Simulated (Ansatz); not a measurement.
**Dielectric response of PbF2 (111) films**

Wanted: ε of fluorite PbF2 (111) by finite fields on slabs, and the band edges against the vacuum where run.

Program: Ansatz 0.2.0. Level of theory: plane-wave DFT, PBE, Ansatz PAW, in the first sound run; inputs show where later runs differ. Results are calculated unless marked as measured.

### 1. The starting structure

The cell holds 6 atoms: 4 F and 2 Pb. Cell: a = 4.200 Å, b = 4.200 Å, c = 23.144 Å, α = 90.0°, β = 90.0°, γ = 120.0°. It derives from PbF2 (fluorite PbF2). Vacuum lies along c.

Coordinates:

```cif
data_structure
_symmetry_space_group_name_H-M 'P 1'
_symmetry_Int_Tables_number 1
_cell_length_a 4.2002
_cell_length_b 4.2002
_cell_length_c 23.1442
_cell_angle_alpha 90.000
_cell_angle_beta 90.000
_cell_angle_gamma 120.000
_cell_volume 353.60
loop_
_atom_site_label
_atom_site_type_symbol
_atom_site_fract_x
_atom_site_fract_y
_atom_site_fract_z
_atom_site_occupancy
F1 F 0.66667 0.33333 0.38887 1
Pb2 Pb 0.33333 0.66667 0.42591 1
F3 F 0.00000 0.00000 0.46296 1
F4 F 0.33333 0.66667 0.53704 1
Pb5 Pb 0.00000 0.00000 0.57409 1
F6 F 0.66667 0.33333 0.61113 1
```

### 2. Relaxing the slab, 6 atoms, units 2

The structure is relaxed first, because levels and dipoles at a surface follow the positions of the outer atoms.

Input file input.yaml:

```yaml
crystal:
  lattice:
    - [4.20021428, 0.0, 0.0]
    - [-2.10010714, 3.63749227, 0.0]
    - [0.0, 0.0, 23.1441908985]
  atoms:
    - { symbol: F, position: [0.66666667, 0.33333333, 0.388866478] }
    - { symbol: Pb, position: [0.33333333, 0.66666667, 0.4259109853] }
    - { symbol: F, position: [0.0, 0.0, 0.4629554927] }
    - { symbol: F, position: [0.33333333, 0.66666667, 0.5370445073] }
    - { symbol: Pb, position: [0.0, 0.0, 0.5740890147] }
    - { symbol: F, position: [0.66666667, 0.33333333, 0.611133522] }
kpoints:
  mp_grid: { grid: [6, 6, 1] }
hamiltonian:
  xc: pbe
scf:
  occupations: { method: fixed }
  convergence: { dr2_threshold: 1.0e-09 }
efield:
  axis: 3
  dipole_correction: true
  ramp_position: 0.97
  ramp_width: 0.06
relax:
  f_tol: 0.003
  max_steps: 100
output:
  eigenvalues: true
  write_potential: true
  write_density: true
  volumetric_format: npy
```

Run with:

```
> ansatz run input.yaml --threads 4 --pin off --max-ram 12288MiB --backend cpu --events-out ev --progress --plain --runs-dir out
```

The runs that follow: single point, 6 atoms, units 2, field 0.1 V/Å; atoms held, 6 atoms, units 2, field -0.1 V/Å; response with the atoms held, 6 atoms, units 2; relaxing in the field, 6 atoms, field 0.05 V/Å; field on, atoms free, 6 atoms, field -0.05 V/Å; response with the atoms relaxed, 6 atoms, units 2; relaxation, 9 atoms, units 3; single point, 9 atoms, units 3, field 0.1 V/Å; atoms held, 9 atoms, units 3, field -0.1 V/Å; response with the atoms held, 9 atoms, units 3; relaxing in the field, 9 atoms, units 3, field 0.05 V/Å; relaxing in the field, 9 atoms, units 3, field -0.05 V/Å; response with the atoms relaxed, 9 atoms, units 3; relaxing the slab, 15 atoms, units 5; single point, 15 atoms, units 5, field 0.1 V/Å; single point, 15 atoms, units 5, field -0.1 V/Å; response with the atoms held, 15 atoms, units 5; field on, atoms free, 15 atoms, units 5, field 0.05 V/Å; relaxing in the field, 15 atoms, units 5, field -0.05 V/Å; response with the atoms relaxed, 15 atoms, units 5; electronic ε from the series; static ε from the series; the bulk crystal; band edges against the vacuum, levels PBE; the bulk with HSE06; band edges against the vacuum, levels HSE06; A changed input; varying the input.

What does the calculation give for the electronic ε from the thickness series; and local electronic ε, middle of 5 units?

The films give an electronic ε of 3.25 and a static ε of 40.5. The slope of the series and the field inside the thickest film give 3.25 and 3.24, in agreement. Ions raise ε from 3.25 to 40.5. A static value this large rests on a slope near 1, so small errors in the relaxed forces change it much, and it depends strongly on the in-plane lattice constant.

```
electronic ε from the thickness series : 3.25
static ε from the thickness series     : 40.5
local electronic ε, middle of 5 units  : 3.24
ionisation energy, levels by PBE       : 6.73 eV
electron affinity, levels by PBE       : 2.31 eV
ionisation energy, levels by HSE06     : 7.70 eV
electron affinity, levels by HSE06     : 1.93 eV
```

HSE06 levels deepen the valence edge by 0.97 eV on the same PBE surface dipole. The alignment warns that the averaged potential still varies by 0.28 eV in the slab's middle, which the band edges carry as an error. The in-plane lattice constants are held at typed bulk values. Semilocal functionals tend to overestimate the electronic ε a little.

[Logs are printed without paths, hosts, clocks, repeated set-up lines and the standing remarks that a program may print on its own settings, such as how far it seeks lower states.]

[Hosts, paths, dates, database ids (printed as entryN), source tags and the programs' standing remarks are cut or masked in the printed files.]

[Maps of the electrostatic potential energy from Ansatz leave out the sawtooth potential of an applied field or a dipole correction, so their vacuum need not be flat; planar profiles and work functions include it.]
